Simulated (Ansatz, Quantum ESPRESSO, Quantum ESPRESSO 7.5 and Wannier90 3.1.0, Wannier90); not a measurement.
**Ballistic channels from Wannier functions: zigzag Au chain, bond 2.60 Å, width 0.8 Å**

Aim: a Wannier model and the conductance steps that follow from it, for this wire: zigzag Au chain, bond 2.60 Å, width 0.8 Å.

Main program and level: Quantum ESPRESSO 7.5 and Wannier90 3.1.0; plane-wave DFT, LDA, GBRV ultrasoft pseudopotentials (cross-check by Ansatz 0.2.0 with PAW datasets).

Most raw output is cut from this account.

**1. The structure**

The cell holds 2 atoms: 2 Au. Its edges and angles: a = 9.000 Å, b = 8.000 Å, c = 4.948 Å, α = 90.0°, β = 90.0°, γ = 90.0°. Vacuum lies along a and b. The structure's axis is c.

**2. SCF with pw.x**

File scf.in:

```
&control
  prefix = 'scf'
  outdir = './out'
  pseudo_dir = './pseudo'
  calculation = 'scf'
  tprnfor = .true.
/
&system
  ibrav = 0
  nat = 2
  ntyp = 1
  ecutwfc = 34
  ecutrho = 170
  occupations = 'smearing'
  smearing = 'mv'
  degauss = 0.005
/
&electrons
  conv_thr = 1e-07
  mixing_beta = 0.4
  electron_maxstep = 120
  mixing_mode = 'local-TF'
/
ATOMIC_SPECIES
  Au  196.9666  au_lda_v1.uspp.F.UPF
CELL_PARAMETERS angstrom
  9.00000000000000 0.00000000000000 0.00000000000000
  0.00000000000000 8.00000000000000 0.00000000000000
  0.00000000000000 0.00000000000000 4.94772675074119
ATOMIC_POSITIONS crystal
  Au  -0.044444444400 0.000000000000 0.000000000000
  Au  0.044444444400 0.000000000000 0.500000000000
K_POINTS automatic
  1 1 16 0 0 0
```

On the command line:

```
$ OMP_NUM_THREADS=1 mpirun -n 2 pw.x -nk 1 -in scf.in > scf.out
```

Wall time 20 s (2 MPI ranks of Arm Neoverse V1, shared host); peak memory 0.64 GiB.

This step gave:

| Quantity | Value |
| --- | --- |
| free energy | -3122.8139 eV |
| Fermi energy | -4.721 eV |

The program's own clock; routines nest. Time by routine:

```csv
routine,wall time (s),calls
PWSCF,19.75,1
electrons,18.41,1
c_bands,7.89,12
cegterg,7.26,108
h_psi,5.99,397
fftw,5.56,10266
sum_band,5.24,12
vloc_psi,5.13,397
newd,3.7,12
mix_rho,1.81,12
ffts,1,1254
init_run,0.78,1
calbec,0.61,541
forces,0.43,1
```

The run needed 11 iterations to bring the estimated error under 1e-07 Ry; the largest force on any atom, held or free, is 0.13 eV/Å.

**3. Full uniform mesh without symmetry**

Wannier90 needs the states on a whole uniform mesh, listed point by point, without symmetry.

nscf.in, as its differences from the input of step 2:

```diff
@@ -1,7 +1,6 @@
 &control
-  prefix = 'scf'
+  prefix = 'nscf'
   outdir = './out'
   pseudo_dir = './pseudo'
-  calculation = 'scf'
-  tprnfor = .true.
+  calculation = 'nscf'
 /
@@ -16,5 +15,8 @@
   degauss = 0.005
+  nosym = .true.
+  noinv = .true.
+  nbnd = 29
 /
 &electrons
-  conv_thr = 1e-07
+  conv_thr = 1e-09
   mixing_beta = 0.4
@@ -22,2 +24,3 @@
   mixing_mode = 'local-TF'
+  diago_full_acc = .true.
 /
@@ -32,3 +35,11 @@
   Au  0.044444444400 0.000000000000 0.500000000000
-K_POINTS automatic
-  1 1 16 0 0 0
+K_POINTS crystal
+8
+  0.0000000000 0.0000000000 0.0000000000 0.125
+  0.0000000000 0.0000000000 0.1250000000 0.125
+  0.0000000000 0.0000000000 0.2500000000 0.125
+  0.0000000000 0.0000000000 0.3750000000 0.125
+  0.0000000000 0.0000000000 0.5000000000 0.125
+  0.0000000000 0.0000000000 0.6250000000 0.125
+  0.0000000000 0.0000000000 0.7500000000 0.125
+  0.0000000000 0.0000000000 0.8750000000 0.125
```

On the command line:

```
$ cp -r out/scf.save out/nscf.save
$ cp out/scf.xml out/nscf.xml
$ OMP_NUM_THREADS=1 mpirun -n 2 pw.x -nk 1 -in nscf.in > nscf.out
```

Wall time 20 s (2 MPI ranks); peak memory 0.28 GiB; 39 s of CPU time.

This step gave:

- Fermi energy: -4.720 eV

The program's own clock; routines nest. Time by routine:

```
     routine  wall time (s)  calls
       PWSCF          19.07      1
   electrons          18.47      1
     c_bands          18.47      1
     cegterg          18.02     30
       h_psi          12.07    581
    vloc_psi          10.46    581
        fftw           9.58  17028
h_psi:calbec           0.79    581
      calbec           0.79    581
  add_vuspsi           0.78    581
       s_psi           0.75    581
     cdiaghg           0.53    551
    init_run           0.46      1
        newd           0.31      1
```

**4. Neighbour list from wannier90 -pp**

The .win file sets projections and windows: states in the frozen window are kept exactly, the outer window gives room to disentangle.

File wan.win:

```
num_wann = 12
num_bands = 29
num_iter = 200
num_print_cycles = 20
conv_tol = 1e-8
conv_window = 5
guiding_centres = true
dis_num_iter = 1500
dis_conv_tol = 1e-8
dis_win_min = -15.7205
dis_win_max = 4.2795
dis_froz_max = -3.2205
search_shells = 120
fermi_energy = -4.7205

transport = true
transport_mode = bulk
one_dim_axis = z
dist_cutoff = 19.69
dist_cutoff_mode = one_dim
tran_win_min = -4.0
tran_win_max = 2.0
tran_energy_step = 0.02

bands_plot = true
bands_num_points = 96
begin kpoint_path
G 0.0 0.0 0.0 Z 0.0 0.0 0.5
end kpoint_path

begin projections
Au:s;d
end projections

begin unit_cell_cart
ang
  9.0000000000 0.0000000000 0.0000000000
  0.0000000000 8.0000000000 0.0000000000
  0.0000000000 0.0000000000 4.9477267507
end unit_cell_cart

begin atoms_frac
  Au -0.0444444444 0.0000000000 0.0000000000
  Au 0.0444444444 0.0000000000 0.5000000000
end atoms_frac

mp_grid = 1 1 8
begin kpoints
  0.0 0.0 0.0000000000
  0.0 0.0 0.1250000000
  0.0 0.0 0.2500000000
  0.0 0.0 0.3750000000
  0.0 0.0 0.5000000000
  0.0 0.0 0.6250000000
  0.0 0.0 0.7500000000
  0.0 0.0 0.8750000000
end kpoints
```

On the command line:

```
$ OMP_NUM_THREADS=1 wannier90.x -pp wan > wan.pp.log
```

It took 0.47 s on 1 MPI rank; peak memory 0.09 GiB.

**5. Overlaps and projections**

pw2wannier90.x computes the overlaps between neighbouring k-points and the projections.

File wan.p2w.in:

```
&inputpp
  prefix = 'nscf'
  outdir = './out'
  seedname = 'wan'
  write_mmn = .true.
  write_amn = .true.
  write_unk = .false.
/
```

On the command line:

```
$ OMP_NUM_THREADS=1 mpirun -n 2 pw2wannier90.x -in wan.p2w.in > wan.p2w.out
```

Elapsed: 7 s, on 2 MPI ranks; peak memory 0.28 GiB; 14 s of CPU time.

**6. Localisation, bands and conductance**

After disentangling and localising, transport_mode = bulk builds principal layers from hoppings within dist_cutoff and counts open channels.

wan.win is that of step 4.

On the command line:

```
$ OMP_NUM_THREADS=1 wannier90.x wan > wan.run.log
```

It took 3.4 s on 1 MPI rank; peak memory 0.09 GiB.

Read from the output:

```
lead channels at the Fermi level, one spin                                        : 1.0000
total spread                                                                      : 15.00 Å²
gauge-invariant spread                                                            : 14.38 Å²
largest misfit to plane-wave levels between mesh points, inside the frozen window : 0.005004 eV
```

Per spin. Quantum conductance of the perfect wire, open channels against energy, zero at the Fermi level:

```
energy (eV)  quantum conductance of the perfect wire, open channels
     -4.000                                                       1
     -3.800                                                       1
     -3.600                                                       1
     -3.400                                                       1
     -3.200                                                       1
     -3.000                                                       1
     -2.800                                                       1
     -2.600                                                    2.00
     -2.400                                                       2
     -2.200                                                       2
     -2.000                                                       3
     -1.800                                                       3
     -1.600                                                    3.00
     -1.400                                                       3
     -1.200                                                    5.00
     -1.020                                                       3
     -0.800                                                       3
     -0.600                                                    3.00
     -0.400                                                    2.00
     -0.200                                                       1
      0.000                                                       1
      0.200                                                       1
      0.400                                                       1
      0.600                                                       1
      0.800                                                       1
      1.000                                                       1
      1.200                                                       1
      1.400                                                       1
      1.600                                                       1
      1.800                                                       1
      2.000                                                       1
```

Wannier functions:

```
no.    x (Å)  y (Å)  z (Å)  spread (Å²)
  1  -0.3924      0      0        2.665
  2  -0.3795      0      0        1.302
  3  -0.4098      0      0        0.984
  4  -0.3923      0      0       0.8947
  5  -0.4036      0      0       0.8553
  6  -0.4004      0      0       0.8001
  7   0.3924      0  2.474        2.665
  8   0.3795      0  2.474        1.302
  9   0.4098      0  2.474        0.984
 10   0.3923      0  2.474       0.8947
 11   0.4036      0  2.474       0.8553
 12   0.4004      0  2.474       0.8001
```

The electronic bands at the labelled points (eV, zero at the Fermi level; # counts the bands kept):

| point | #8 | #9 | #10 | #11 | #12 |
| --- | --- | --- | --- | --- | --- |
| Γ | -1.08 | -1.04 | -0.59 | -0.24 | 4.81 |
| halfway | -1.04 | -0.82 | -0.49 | -0.46 | 2.48 |
| Z | -0.88 | -0.47 | -0.47 | -0.01 | -0.01 |

Bands and channels are those of the Wannier model: bands that were not projected, and all outside the frozen window, are missing or only approximate.

**7. Neighbour list from wannier90 -pp, with dis_win_max − E_F = 4.0**

How much does a setting matter? One run is repeated with a change.

wan_w.win, as its differences from the input of step 6:

```diff
@@ -10,3 +10,3 @@
 dis_win_min = -15.7205
-dis_win_max = 4.2795
+dis_win_max = -0.7205
 dis_froz_max = -3.2205
```

On the command line:

```
$ OMP_NUM_THREADS=1 wannier90.x -pp wan_w > wan_w.pp.log
```

Run time: 0.46 s. Hardware: 1 MPI rank; peak memory 0.09 GiB.

**8. Overlaps and projections**

The follow-up step for that run.

File wan_w.p2w.in:

```
&inputpp
  prefix = 'nscf'
  outdir = './out'
  seedname = 'wan_w'
  write_mmn = .true.
  write_amn = .true.
  write_unk = .false.
/
```

On the command line:

```
$ OMP_NUM_THREADS=1 mpirun -n 2 pw2wannier90.x -in wan_w.p2w.in > wan_w.p2w.out
```

Elapsed: 6.9 s, on 2 MPI ranks; peak memory 0.28 GiB; 14 s of CPU time.

**9. Wannier functions and transport, with dis_win_max − E_F = 4.0**

A sensitivity test on the input.

wan_w.win, as its differences from the input of step 6:

```diff
@@ -10,3 +10,3 @@
 dis_win_min = -15.7205
-dis_win_max = 4.2795
+dis_win_max = -0.7205
 dis_froz_max = -3.2205
```

On the command line:

```
$ OMP_NUM_THREADS=1 wannier90.x wan_w > wan_w.run.log
```

It took 3.2 s on 1 MPI rank; peak memory 0.09 GiB.

The total spread is 17.4 against 15.0 Å². Between −2 and 1.5 eV the channel count differs from the first run's at 1 % of the energies, and at the Fermi level it is 1 against 1.

**10. Cross-check with Ansatz**

A second code with its own PAW datasets, on the same atoms.

Level of this step: plane-wave DFT, LDA, Ansatz PAW (Ansatz 0.2.0).

File input.yaml:

```yaml
crystal:
  lattice:
    - [9.0, 0.0, 0.0]
    - [0.0, 8.0, 0.0]
    - [0.0, 0.0, 4.9477267507]
  atoms:
    - { symbol: Au, position: [-0.0444444444, 0.0, 0.0] }
    - { symbol: Au, position: [0.0444444444, 0.0, 0.5] }
kpoints:
  mp_grid: { grid: [1, 1, 16] }
hamiltonian:
  xc: lda
scf:
  occupations: { method: fermi_dirac, width: 0.05 }
  convergence: { dr2_threshold: 1.0e-08 }
output:
  transmission:
    leads: [[0, 0]]
    e_range: [-4.0, 2.0]
    de: 0.05
    kmesh: [1, 1]
    reduced_basis: true
```

On the command line:

```
$ ansatz run input.yaml --threads 2 --pin off --max-ram 4096MiB --backend cpu --events-out ev --progress --plain --runs-dir out
```

The job ended after 51 s (2 threads; peak memory 0.6 GiB).

Read from the output:

```
free energy                                : -25725.7319 eV
energy at zero smearing                    : -25725.7270 eV
smearing term TS                           : 0.009828 eV
Fermi energy                               : -4.232 eV
symmetry operations                        : 8
lead channels at the Fermi level, one spin : 1
```

Per spin. Open channels against energy, zero at the Fermi level:

energy (eV), open channels and a bar from the least value:
```
   -4.000       1.00 
   -3.800       1.00 
   -3.600       1.00 
   -3.400       1.00 
   -3.200       1.00 
   -3.000       1.00 
   -2.800       1.00 
   -2.600       2.00 ########
   -2.400       2.00 ########
   -2.200       2.00 ########
   -2.000       3.00 ###############
   -1.800       3.00 ###############
   -1.600       3.00 ###############
   -1.400       3.00 ###############
   -1.200       5.00 ##############################
   -1.000       3.00 ###############
   -0.800       3.00 ###############
   -0.600       4.00 ######################
   -0.400       4.00 ######################
   -0.200       1.00 
    0.000       1.00 
    0.200       1.00 
    0.400       1.00 
    0.600       1.00 
    0.800       1.00 
    1.000       1.00 
    1.200       1.00 
    1.400       1.00 
    1.600       1.00 
    1.800       1.00 
    2.000       1.00
```

**11. The arithmetic**

1 channel × 77.48 µS = 77 µS, a two-terminal resistance of 12.906/1 = 12.91 kΩ whatever the wire's length, as long as nothing scatters.

**12. What came out**

| Property | Result |
| --- | --- |
| open channels at the Fermi level, per spin | 1 |
| total spread | 15.0 Å² |
| gauge-invariant spread | 14.4 Å² |
| largest band misfit in the frozen window | 0.00500 eV |
| channels at the Fermi level by Ansatz | 1 |

**Reading.** The wire offers 1 channel per spin at the Fermi level. Between -4 and 1.5 eV the channel count from Wannier functions equals that from Ansatz's layer matching at 95 % of the energies; outside the frozen window the Wannier bands are not held to the plane-wave ones. Each plane-wave level in the frozen window has a Wannier level within 0.01 eV; this test doesn't see extra bands that a model may add. The wire is perfect, so the conductance only counts bands: each channel, with its partner of the other spin, carries G₀ = 2e²/h. It was run without spin polarisation, which was not tested. Spin-orbit coupling is left out; depending on the atoms that carry the levels of interest, it can split and shift them by tenths of an eV to an eV or more.

[Logs are printed without paths, hosts, clocks, repeated set-up lines and the standing remarks that a program may print on its own settings, such as how far it seeks lower states.]

[Hosts, paths, dates, database ids (printed as entryN), source tags and the programs' standing remarks are cut or masked in the printed files.]

[Maps of the electrostatic potential energy from Ansatz leave out the sawtooth potential of an applied field or a dipole correction, so their vacuum need not be flat; planar profiles and work functions include it.]
